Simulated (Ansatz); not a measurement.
# Na on Pt(111): change of the work function, part 2 of 2

How does one ordered layer of Na (fcc site) change the work function of Pt(111), and what dipole does each adsorbate carry?

Ansatz 0.2.0; plane-wave DFT, PBE, Ansatz PAW.

So far, work function, upper face (eV): step 2 (the clean slab) 5.70.

### 3. Adsorbate added

System of this step: Na/Pt(111). The cell holds 17 atoms: 16 Pt and 1 Na. Cell: a = 5.544 Å, b = 5.544 Å, c = 27.573 Å, α = 90.0°, β = 90.0°, γ = 60.0°. Vacuum lies along c.

The clean slab as it ended is repeated in the plane and the adsorbate is set on one face; the cell's size fixes the coverage, and the k-mesh shrinks with it to keep the sampling density about even. Adsorbate and upper layers relax, since the dipole depends on the height.

input.yaml

```yaml
crystal:
  lattice:
    - [5.5437171645, 1.0e-10, 0.0]
    - [2.7718585822, 4.8009998959, 0.0]
    - [0.0, 0.0, 27.5728452664]
  atoms:
    - { symbol: Pt, position: [0.0, 0.0, 0.3264080987] }
    - { symbol: Pt, position: [0.1666666667, 0.1666666667, 0.4084893288] }
    - { symbol: Pt, position: [0.3333333333, 0.3333333333, 0.4921498822] }
    - { symbol: Pt, position: [0.0, 0.0, 0.576853542] }
    - { symbol: Pt, position: [0.0, 0.5, 0.3264080987] }
    - { symbol: Pt, position: [0.1666666667, 0.6666666667, 0.4084893288] }
    - { symbol: Pt, position: [0.3333333333, 0.8333333333, 0.4921498822] }
    - { symbol: Pt, position: [0.0, 0.5, 0.576853542] }
    - { symbol: Pt, position: [0.5, 0.0, 0.3264080987] }
    - { symbol: Pt, position: [0.6666666667, 0.1666666667, 0.4084893288] }
    - { symbol: Pt, position: [0.8333333333, 0.3333333333, 0.4921498822] }
    - { symbol: Pt, position: [0.5, 0.0, 0.576853542] }
    - { symbol: Pt, position: [0.5, 0.5, 0.3264080987] }
    - { symbol: Pt, position: [0.6666666667, 0.6666666667, 0.4084893288] }
    - { symbol: Pt, position: [0.8333333333, 0.8333333333, 0.4921498822] }
    - { symbol: Pt, position: [0.5, 0.5, 0.576853542] }
    - { symbol: Na, position: [0.1666666667, 0.1666666667, 0.6735919013] }
kpoints:
  mp_grid: { grid: [6, 6, 1] }
hamiltonian:
  xc: pbe
scf:
  occupations: { method: fermi_dirac, width: 0.1 }
  convergence: { dr2_threshold: 1.0e-08 }
efield:
  axis: 3
  dipole_correction: true
  ramp_position: 0.97
  ramp_width: 0.06
relax:
  f_tol: 0.02
  max_steps: 60
  constraints: [{ sites: [0, 1, 4, 5, 8, 9, 12, 13] }]
output:
  dos: { projected: true, e_range: [-8, 4] }
  write_potential: true
  write_density: true
  volumetric_format: npy
  elf: true
```

The run is started by

```console
ansatz run input.yaml --threads 4 --pin off --max-ram 6144MiB --backend cpu --events-out ev --progress --plain --runs-dir out
```

Numbers of over 12 decimals in the logs are rounded to 6 here.

Output:

```text
[...]
Crystal: 17 atoms, lattice volume = 733.862 Å³
Basis set: ecut = 420 eV, 14373 PW (Γ), exchange–correlation on 80×80×384 points (8 copies of the dense FFT grid, shifted against one another)
Bands: 179, of which v1, the nominal top of the filled ones, is band 149 counted from 1 (148 counted from 0)
Symmetry: 6 space group operations
[...]
k-points: 7 of 36 (time reversal used)
[...]
SCF iter   1: F=—  HF=-201851.638471 eV  |F-HF|=—  |Δ(HF+E_count)|=         —  Δρ=7.68e-3  dr2=6.89e0  ethr=1.77e-3  p=0.531 e·Å  D=1.31e-1 V/Å  ΔV_dip=-3.61 eV  dr2_dipole=2.30e0  V_vac-E_F(+/−)=1.56/5.17 eV  ⟨swp⟩=7.6  Hψ=5188  notcnv=0  defer=45
[...]
SCF iter  13: F=-201851.574617 eV  HF=-201851.574617 eV  |F-HF|=6.11e-10  |Δ(HF+E_count)|=   4.37e-9  Δρ=2.46e-7  dr2=2.57e-9  ethr=3.37e-12  p=0.575 e·Å  D=1.42e-1 V/Å  ΔV_dip=-3.91 eV  dr2_dipole=3.62e-11  V_vac-E_F(+/−)=1.75/5.66 eV  ⟨swp⟩=15.3  Hψ=8757  notcnv=0
SCF 1 converged in 13 iterations: F = -201851.574617 eV  dr2 = 2.57e-9
[...]
relax step   1: F+E_penalty+E_count = -201851.57461735 eV  Δ(F+E_penalty+E_count) = +0.000e0 eV  max|allowed force component| = 7.869e-1 eV/Å  Δτ_max = 0.0000 Å  (13 SCF iters, accepted)
[...]
SCF iter   1: F=—  HF=-201851.691541 eV  |F-HF|=—  |Δ(HF+E_count)|=         —  Δρ=3.55e-3  dr2=3.10e-1  ethr=8.77e-5  p=0.575 e·Å  D=1.42e-1 V/Å  ΔV_dip=-3.91 eV  dr2_dipole=8.71e-2  V_vac-E_F(+/−)=1.77/5.68 eV  ⟨swp⟩=1.3  Hψ=3722  notcnv=0  defer=75
[...]
eigensolver tolerance schedule calibrated: the retry pair's looser diagonalisation under-reported the residual by θ = 0.16 (0.10/decade); ethr = c·dr2/N_el runs at the constant in force after the calibration composes with the one it found (an armed cap, an earlier calibration), c = 9.4e-2
[...]
SCF iter   2: F=—  HF=-201851.682591 eV  |F-HF|=—  |Δ(HF+E_count)|=   8.95e-3  Δρ=1.47e-3  dr2=4.60e-2  ethr=8.77e-5  p=0.584 e·Å  D=1.44e-1 V/Å  ΔV_dip=-3.97 eV  dr2_dipole=9.31e-3  V_vac-E_F(+/−)=1.70/5.67 eV  ⟨swp⟩=2.0  Hψ=1982  notcnv=0  defer=75
[...]
SCF iter  12: F=-201851.677791 eV  HF=-201851.677791 eV  |F-HF|=1.60e-9  |Δ(HF+E_count)|=   3.20e-9  Δρ=2.95e-7  dr2=2.30e-9  ethr=3.16e-12  p=0.594 e·Å  D=1.46e-1 V/Å  ΔV_dip=-4.04 eV  dr2_dipole=2.54e-11  V_vac-E_F(+/−)=1.62/5.66 eV  ⟨swp⟩=13.6  Hψ=8195  notcnv=0
SCF 2 converged in 12 iterations: F = -201851.677791 eV  dr2 = 2.30e-9
[...]
relax step   2: F+E_penalty+E_count = -201851.67779092 eV  Δ(F+E_penalty+E_count) = -1.032e-1 eV  max|allowed force component| = 5.380e-1 eV/Å  Δτ_max = 0.1222 Å  (12 SCF iters, accepted)
SCF iter   1: F=—  HF=-201851.725223 eV  |F-HF|=—  |Δ(HF+E_count)|=         —  Δρ=1.66e-3  dr2=1.12e-1  ethr=1.39e-3  p=0.594 e·Å  D=1.46e-1 V/Å  ΔV_dip=-4.04 eV  dr2_dipole=2.87e-2  V_vac-E_F(+/−)=1.63/5.67 eV  ⟨swp⟩=4.0  Hψ=2374  notcnv=0  defer=68
[...]
SCF iter  11: F=-201851.725876 eV  HF=-201851.725876 eV  |F-HF|=2.18e-9  |Δ(HF+E_count)|=   2.31e-8  Δρ=5.01e-7  dr2=6.09e-9  ethr=3.37e-12  p=0.583 e·Å  D=1.44e-1 V/Å  ΔV_dip=-3.96 eV  dr2_dipole=2.50e-11  V_vac-E_F(+/−)=1.69/5.66 eV  ⟨swp⟩=14.3  Hψ=8896  notcnv=0
SCF 3 converged in 11 iterations: F = -201851.725876 eV  dr2 = 6.09e-9
relax step   3: F+E_penalty+E_count = -201851.72587598 eV  Δ(F+E_penalty+E_count) = -4.809e-2 eV  max|allowed force component| = 1.343e-1 eV/Å  Δτ_max = 0.1965 Å  (11 SCF iters, accepted)
[...]
relax step   4: F+E_penalty+E_count = -201851.72898693 eV  Δ(F+E_penalty+E_count) = -3.111e-3 eV  max|allowed force component| = 3.445e-2 eV/Å  Δτ_max = 0.0197 Å  (10 SCF iters, accepted)
SCF iter   1: F=—  HF=-201851.728407 eV  |F-HF|=—  |Δ(HF+E_count)|=         —  Δρ=4.28e-4  dr2=7.43e-4  ethr=8.33e-6  p=0.587 e·Å  D=1.45e-1 V/Å  ΔV_dip=-3.99 eV  dr2_dipole=6.07e-5  V_vac-E_F(+/−)=1.67/5.66 eV  ⟨swp⟩=2.1  Hψ=2187  notcnv=0  defer=65
[...]
SCF iter   8: F=-201851.729357 eV  HF=-201851.729357 eV  |F-HF|=3.64e-9  |Δ(HF+E_count)|=   2.12e-9  Δρ=6.11e-7  dr2=7.95e-9  ethr=3.37e-12  p=0.587 e·Å  D=1.45e-1 V/Å  ΔV_dip=-3.99 eV  dr2_dipole=2.06e-10  V_vac-E_F(+/−)=1.67/5.66 eV  ⟨swp⟩=11.6  Hψ=9495  notcnv=0
SCF 5 converged in 8 iterations: F = -201851.729357 eV  dr2 = 7.95e-9
relax step   5: F+E_penalty+E_count = -201851.72935713 eV  Δ(F+E_penalty+E_count) = -3.702e-4 eV  max|allowed force component| = 1.215e-3 eV/Å  Δτ_max = 0.0060 Å  (8 SCF iters, accepted)
NSCF: frozen V_eff on 7 k-points
[...]
WARN: The output density's exchange-correlation potential varies sharply where the density is thin. Do not read a vacuum level from v_tot or v_xc, or from such a field of the output density. On a cell that repeats whose density bears no net charge and no dipole along the vacuum's axis use v_es (v_loc + v_h of the components); under efield.dipole_correction with no amplitude use v_es + v_field, which holds any externa [...]
SCF converged after 8 iterations
Free energy (F): -201851.729357 eV
[...]
Internal energy: -201850.861804 eV  (E = F + TS)
E sigma→0 (E₀):  -201851.295581 eV
Entropy (-TS):   -0.867553 eV (-51.033 meV/atom)
Fermi energy:    5.427401 eV
Dipole field:    D = 0.144721 V/Å  (p = 0.586926 e·Å, saw-weighted, corrected)
Work function:   Φ+ = 1.6656 eV   Φ− = 5.6560 eV
[...]
--- Forces (eV/Å), atoms counted from 1 ---
  atom   1  Pt     0.00307417     0.00177487    -0.48798969
  atom   2  Pt    -0.00000000    -0.00000000     0.53021264
  atom   3  Pt     0.00031071     0.00017939     0.00018157
  atom   4  Pt    -0.00105203    -0.00060739    -0.00027935
  atom   5  Pt     0.00000000    -0.00354975    -0.48798969
  atom   6  Pt     0.03476741    -0.02007297     0.46802014
  atom   7  Pt     0.00000000    -0.00035878     0.00018157
  atom   8  Pt    -0.00000000     0.00121477    -0.00027935
  atom   9  Pt    -0.00307417     0.00177487    -0.48798969
  atom  10  Pt    -0.00000000     0.04014594     0.46802014
  atom  11  Pt    -0.00031071     0.00017939     0.00018157
  atom  12  Pt     0.00105203    -0.00060739    -0.00027935
  atom  13  Pt     0.00000000     0.00000000    -0.46958243
  atom  14  Pt    -0.03476741    -0.02007297     0.46802014
  atom  15  Pt    -0.00000000     0.00000000    -0.00012904
  atom  16  Pt     0.00000000    -0.00000000    -0.00054038
  atom  17  Na    -0.00000000    -0.00000000     0.00028346
  max |Σ_I F_I| component: 4.23e-5 eV/Å
--- Band table (eV; the first three rows and the last of 7) ---
  k-point 0: bands = [... 145 lower, 5.7670, 5.7670, 6.0167, 6.0195, 6.0195, 6.0503, 6.0508, 6.0508, ... 26 higher]
  k-point 1: bands = [... 145 lower, 5.5184, 5.5353, 5.5463, 5.5552, 5.7132, 5.7496, 5.7507, 5.7832, ... 26 higher]
  k-point 2: bands = [... 145 lower, 5.0230, 5.0609, 5.3998, 5.4165, 5.4184, 5.4775, 5.7178, 5.7296, ... 26 higher]
  k-point 6: bands = [... 145 lower, 5.0081, 5.0348, 5.0622, 5.0670, 5.1100, 5.1509, 5.1696, 5.1795, ... 26 higher]
--- Relaxed structure (5 steps of the walk, 5 accepted, 0 SCFs on fresh bases) ---
  F+E_penalty+E_count = -201851.72935713 eV   max|allowed force component| = 1.215e-3 eV/Å
  atoms:
    - { symbol: Pt, position: [-1.7959490104491818e-17, -1.795949010449182e-17, 0.326408] }
    - { symbol: Pt, position: [0.166667, 0.166667, 0.408489] }
    - { symbol: Pt, position: [0.333673, 0.333673, 0.492722] }
    - { symbol: Pt, position: [-0.00171073, -0.00171073, 0.577326] }
    - { symbol: Pt, position: [0.0, 0.5, 0.326408] }
    - { symbol: Pt, position: [0.166667, 0.666667, 0.408489] }
    - { symbol: Pt, position: [0.333673, 0.832654, 0.492722] }
    - { symbol: Pt, position: [-0.00171073, 0.503421, 0.577326] }
    - { symbol: Pt, position: [0.500000, -1.7959490104895715e-17, 0.326408] }
    - { symbol: Pt, position: [0.666667, 0.166667, 0.408489] }
    - { symbol: Pt, position: [0.832654, 0.333673, 0.492722] }
    - { symbol: Pt, position: [0.503421, -0.00171073, 0.577326] }
    - { symbol: Pt, position: [0.500000, 0.5, 0.326408] }
    - { symbol: Pt, position: [0.666667, 0.666667, 0.408489] }
    - { symbol: Pt, position: [0.833333, 0.833333, 0.491728] }
    - { symbol: Pt, position: [0.500000, 0.5, 0.579618] }
    - { symbol: Na, position: [0.166667, 0.166667, 0.662726] }
```

Elapsed: 2.9 min, on 4 threads of Arm Neoverse V1, shared host; peak memory 3.1 GiB.

Relaxation path:

```tsv
step	energy less that of the first step (eV)	largest force component (eV/Å)
1	0.0000	0.7869
2	-0.1032	0.5380
3	-0.1513	0.1343
4	-0.1544	0.0345
5	-0.1547	0.0012
```

The run keeps the 6 symmetry operations that it works with, so distortions that break them were not tested.

The atoms that moved most (Å):

```tsv
atom	dx	dy	dz	length
Na17	0.000	0.000	-0.300	0.300
Pt16	0.000	0.000	0.076	0.076
Pt12	0.014	-0.008	0.013	0.021
Pt4	-0.014	-0.008	0.013	0.021
Pt8	0.000	0.016	0.013	0.021
Pt7	0.000	-0.003	0.016	0.016
Pt3	0.003	0.002	0.016	0.016
Pt11	-0.003	0.002	0.016	0.016
```

The relaxed structure:

```xyz
17
Lattice="5.5437 0.0000 0.0000 2.7719 4.8010 0.0000 0.0000 0.0000 27.5728" Properties=species:S:1:pos:R:3
Pt    0.0000    0.0000    9.0000
Pt    1.3859    0.8002   11.2632
Pt    2.7747    1.6020   13.5857
Pt   -0.0142   -0.0082   15.9185
Pt    1.3859    2.4005    9.0000
Pt    2.7719    3.2007   11.2632
Pt    4.1578    3.9976   13.5857
Pt    1.3859    2.4169   15.9185
Pt    2.7719    0.0000    9.0000
Pt    4.1578    0.8002   11.2632
Pt    5.5409    1.6020   13.5857
Pt    2.7861   -0.0082   15.9185
Pt    4.1578    2.4005    9.0000
Pt    5.5437    3.2007   11.2632
Pt    6.9296    4.0008   13.5583
Pt    4.1578    2.4005   15.9817
Na    1.3859    0.8002   18.2732
```

This step gave:

```yaml
energy_at_zero_smearing: -201851.2956 eV
work_function_upper_face: 1.666 eV
work_function_lower_face: 5.656 eV
dipole_along_the_normal: 0.5869 e·Å
step_between_the_vacuum_levels: -3.990 eV
```

Running mean over 2.263 Å of the planar mean; the ramp of the sawtooth is left out. The electron's electrostatic potential energy less the Fermi level by z:

z (Å), electron's electrostatic potential energy less the Fermi level (eV) and a bar from the least value:
```
      3.5        5.7 ##############################
      4.0        5.7 ##############################
      4.5        5.7 ##############################
      5.0        5.7 ##############################
      5.5        5.6 ##############################
      6.0        5.6 ##############################
      6.5        5.4 ##############################
      7.0        4.6 ############################
      7.5        1.2 ######################
      8.0       -5.0 ############
      8.5      -10.0 ####
      9.0      -11.6 #
      9.5      -11.9 
     10.0      -12.1 
     10.5      -12.1 
     11.0      -12.2 
     11.5      -12.1 
     12.0      -11.7 #
     12.5      -11.5 #
     13.0      -11.8 #
     13.5      -12.0 
     14.0      -11.7 #
     14.5      -11.0 ##
     15.0      -10.9 ##
     15.5      -11.5 #
     16.0      -11.5 #
     16.5       -9.8 ####
     17.0       -5.3 ###########
     17.5       -0.7 ###################
     18.0        1.1 ######################
     18.5        1.0 ######################
     19.0        0.8 ######################
     19.5        1.1 ######################
     20.0        1.5 #######################
     20.5        1.6 #######################
     21.0        1.6 #######################
     21.5        1.6 #######################
     22.0        1.7 #######################
     22.5        1.7 #######################
     23.0        1.7 #######################
     23.5        1.7 #######################
     24.0        1.7 #######################
```

The density of states has structure finer than the step of the table below, so its rows give means over 0.5 eV, whole bins alone (the curve runs from -8 to 1.98 eV). Peaks (eV: height): -3.22: 49.5, -3.13: 45.6, -3.07: 50.9, -3.01: 52.9, -2.95: 66.7, -1.95: 42.9, -0.54: 44.3.

The density of states by energy, zero at the Fermi level; means over each step:

```tsv
energy (eV)	density of states (states/eV a cell)
-7.5	2.29
-7.0	5.66
-6.5	12.3
-6.0	17.7
-5.5	22.4
-5.0	15.5
-4.5	18.4
-4.0	22.4
-3.5	29.9
-3.0	37.2
-2.5	18.4
-2.0	24.7
-1.5	23.5
-1.0	27.5
-0.5	23.9
0.0	27.1
0.5	10.3
1.0	5.10
1.5	7.05
```

Projected DOS per atom over height of the atomic layer and energy from the Fermi level. Layers: Pt4 Pt4 Pt4 Pt4 Na from below.

Ten even steps from '_' (0.00 states/eV) to '@' (2.56 states/eV), each cell a mean:
```
..........
________::
........--
::::::::__
**%%##++..
**++==##__
##++++##__
##==++##__
**--++**__
++====**__
%%==++##__
@@####@@__
********__
--++**==__
====++==__
----==--__
==****==__
--**++::__
::====..__
..::....__
__________
__________
```
Columns: height of the atomic layer (Å) from 9 to 18.3; rows upwards: energy from the Fermi level (eV) from -7.96 to 1.95.

Valence density in the ca plane at fractional y = 0.167, with atoms of Pt and Na within 0.2 Å of it. It is the smooth field of the valence electrons, not physical close to the nuclei.

Values in e/Å³, 8 rows by 16 columns, each cell a mean:
```
 1  0  0  0  2  1  1  1  0  0  0  0  0  0  0  0
 1  1  3  0  1  0  0  1  0  0  0  0  0  0  0  0
 0  2  9  1  0  0  0  0  0  0  0  0  0  0  0  0
 1  1  4  0  1  0  0  1  0  0  0  0  0  0  0  0
 1  0  0  0  2  1  1  1  0  0  0  0  0  0  0  0
 1  1  3  0  1  0  0  0  0  1  0  0  0  0  0  0
 0  2  9  1  0  0  0  0  1 11  0  0  0  0  0  0
 1  1  4  0  1  0  0  0  0  2  0  0  0  0  0  0
```
Columns run along c (16.0 Å, from fractional 0.33 to 0.91 of the cell), rows up along a (5.5 Å). Atoms in or near the plane, at fractional coordinates: Pt at (0.41, 0.17), Pt at (0.41, 0.67), Na at (0.66, 0.17).

Electrostatic potential energy in the ca plane at fractional y = 0.167, with atoms of Pt and Na within 0.2 Å of it. With pseudopotentials it is smooth inside the atoms' cores, unlike the true potential.

Ten even steps from '0' (-56 eV) to '9' (9 eV), each cell a mean:
```
46899989999755799855689999999999999999999999
46899888999755799865689999999999999999999999
78998545899877899877899999999999999999999999
89985101589989999999999999999999999999999999
99983000289999999999999999999999999999999999
99984000389999999999999999999999999999999999
88987313699888999988899999999999999999999999
57899878999766899865799999999999999999999999
46899999998644799854689999999999999999999999
57898777899766799876799999899999999999999999
88987313689888999988899986689999999999999999
99984000389999999999999840168999999999999999
99983000289999999999999830058999999999999999
89985101589999999999999863378999999999999999
78998646899877899877899988889999999999999999
```
Columns run along c (16.0 Å, from fractional 0.33 to 0.91 of the cell; values clipped at the 3rd and 97th percentile), rows up along a (5.5 Å). Atoms in or near the plane, at fractional coordinates: Pt at (0.41, 0.17), Pt at (0.41, 0.67), Na at (0.66, 0.17).

ELF in the ca plane at fractional y = 0.167, with atoms of Pt and Na within 0.2 Å of it. It is the smooth field of the valence electrons, not physical close to the nuclei.

Values, 8 rows by 16 columns, each cell a mean:
```
0.37 0.23 0.27 0.23 0.41 0.28 0.33 0.37 0.24 0.04 0.03 0.05 0.02 0.00 0.00 0.00
0.27 0.31 0.48 0.27 0.30 0.23 0.25 0.29 0.22 0.10 0.05 0.03 0.01 0.00 0.00 0.00
0.25 0.40 0.67 0.30 0.25 0.16 0.21 0.28 0.17 0.08 0.04 0.02 0.01 0.00 0.00 0.00
0.27 0.32 0.50 0.27 0.28 0.22 0.25 0.29 0.22 0.11 0.05 0.02 0.01 0.00 0.00 0.00
0.37 0.23 0.27 0.23 0.41 0.28 0.33 0.37 0.24 0.04 0.03 0.05 0.02 0.00 0.00 0.00
0.27 0.31 0.48 0.27 0.29 0.23 0.25 0.30 0.16 0.38 0.06 0.05 0.04 0.01 0.00 0.00
0.25 0.40 0.66 0.30 0.24 0.16 0.20 0.29 0.25 0.46 0.18 0.04 0.04 0.01 0.00 0.00
0.27 0.32 0.50 0.27 0.28 0.22 0.25 0.30 0.17 0.41 0.07 0.05 0.04 0.01 0.00 0.00
```
Columns run along c (16.0 Å, from fractional 0.33 to 0.91 of the cell), rows up along a (5.5 Å). Atoms in or near the plane, at fractional coordinates: Pt at (0.41, 0.17), Pt at (0.41, 0.67), Na at (0.66, 0.17).

The relaxation took 5 steps and lowered the energy by 0.15 eV; the largest force on the free atoms ends at 0.0012 eV/Å.

By hand: a sheet of dipoles makes a step −p/(ε₀A) in the electron's potential. With e/ε₀ = 180.95 V·Å, p = 0.5869 e·Å and A = 26.62 Å², that is −180.95 × (0.5869) / 26.62 = -3.990 eV, and the two vacuum levels of the run differ by -3.990 eV.

The covered face has 1.67 eV, -4.04 eV against the clean one; the bare back face has moved by -0.02 eV, a measure of how thin the slab is.

### 4. Work function against coverage

This step: plane-wave DFT, PBE, Ansatz PAW; work function against coverage (Ansatz 0.2.0).

The runs are now put side by side.

Numbers from this step:

| Quantity | Value |
| --- | --- |
| work function of the clean face | 5.703 eV |
| largest change of the work function | -4.037 eV |

Table of work function of the covered face by coverage:

```tsv
coverage (adsorbates/nm²)	work function of the covered face (eV)
0.00	5.70
3.76	1.67
```

The dipole per adsorbate comes from the change of the cell's dipole. Coverage, by row:

```tsv
coverage (1/nm²)	coverage (ML)	work function (eV)	change (eV)	dipole per adsorbate, positive end outwards (debye)	mean height of the added atoms over the highest substrate atom (Å)
3.757	0.25	1.666	-4.037	2.841	2.292
```

### 5. What came out

| Property | Result |
| --- | --- |
| work function of the clean face | 5.70 eV |
| work function at 0.25 ML | 1.67 eV |
| dipole per adsorbate at 0.25 ML, positive end outwards | 2.84 D |

Na lowers the work function of Pt(111) at the lowest coverage, by 4.04 eV: the adsorbate layer has its positive end outwards. One coverage alone was completed, so no trend follows. The slab has 4 layers, at the tabulated experimental lattice constant, one starting site was run, and quantum-size effects of a slab this thin can reach one or two tenths of an eV.

[Logs are printed without paths, hosts, clocks, repeated set-up lines and the standing remarks that a program may print on its own settings, such as how far it seeks lower states.]

[Hosts, paths, dates, database ids (printed as entryN), source tags and the programs' standing remarks are cut or masked in the printed files.]

[Maps of the electrostatic potential energy from Ansatz leave out the sawtooth potential of an applied field or a dipole correction, so their vacuum need not be flat; planar profiles and work functions include it.]

[The density of states shown here was stored with 400 of the rows of the run's finer table, so its peaks can read low, often by over a quarter, or be missed, and its means over a window can be off by a tenth or more.]
